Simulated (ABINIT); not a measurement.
Planning a run of ABINIT 10.8.3 on Tellurium (P3_121, 3 atoms a cell). The input:

```
acell 3*1.0 Angstrom
rprim 
  4.454000000025 -0.000000000006 0.000000000000
  -2.227000000008 3.857277148481 0.000000000000
  0.000000000000 0.000000000000 5.924000000000
ntypat 1
znucl 52
natom 3
typat 1 1 1
xred 
  0.269000000000 0.000000000000 0.333333333333
  0.000000000000 0.269000000000 0.666666666667
  0.731000000000 0.731000000000 -0.000000000000
pp_dirpath "pseudos"
pseudos "Te.upf"
ecut 39
ngkpt 3 3 2
nshiftk 1
shiftk 0 0 0
kptopt 1
chksymbreak 0
istwfk *1
occopt 1
irdwfk 1
optdriver 3
nband 112
ecuteps 4
inclvkb 2
awtr 1
symchi 1
irdqps 1
gwcalctyp 28
nqptdm 5
qptdm 
  0.3333333333 0.0000000000 0.0000000000
  0.3333333333 0.3333333333 0.0000000000
  0.0000000000 0.0000000000 0.5000000000
  0.3333333333 0.0000000000 0.5000000000
  0.3333333333 0.3333333333 0.5000000000
indata_prefix "in"
outdata_prefix "out"
tmpdata_prefix "tmp"
```

The database entry behind the starting cell differs from later determinations by our own check (inner coordinate of an old entry), so it need not match the best structure at ambient conditions.

```sh
OMP_NUM_THREADS=1 mpirun -n 4 abinit run.abi > log; mrgscr < mrgscr.stdin
```

Question: Estimate wall time and host memory on 4 MPI ranks of Arm Neoverse V1, shared host.

It took 27 s; on shared hardware allow 14 s to 54 s. Peak host memory was 1.1 GiB.

[Paths, hosts, dates, memory and timing lines, banners, echoed tables and standing remarks are left out of the program output.]

[Logs are printed without paths, hosts, clocks, repeated set-up lines and the standing remarks that a program may print on its own settings, such as how far it seeks lower states.]

[Runs of the session that timed out or met a known fault of the program may be left out.]

[Hosts, paths, dates, database ids (printed as entryN), source tags and the programs' standing remarks are cut or masked in the printed files.]

[G0W0 gaps are taken among the corrected bands and points alone; a level outside them can change the order at an edge.]

[Where Ansatz stands beside ABINIT at settings called matched, ABINIT's density can come from a denser mesh and the files from another edition; pairs whose starting gaps differed by over 0.03 eV were left out, so agreement reads better than it is.]
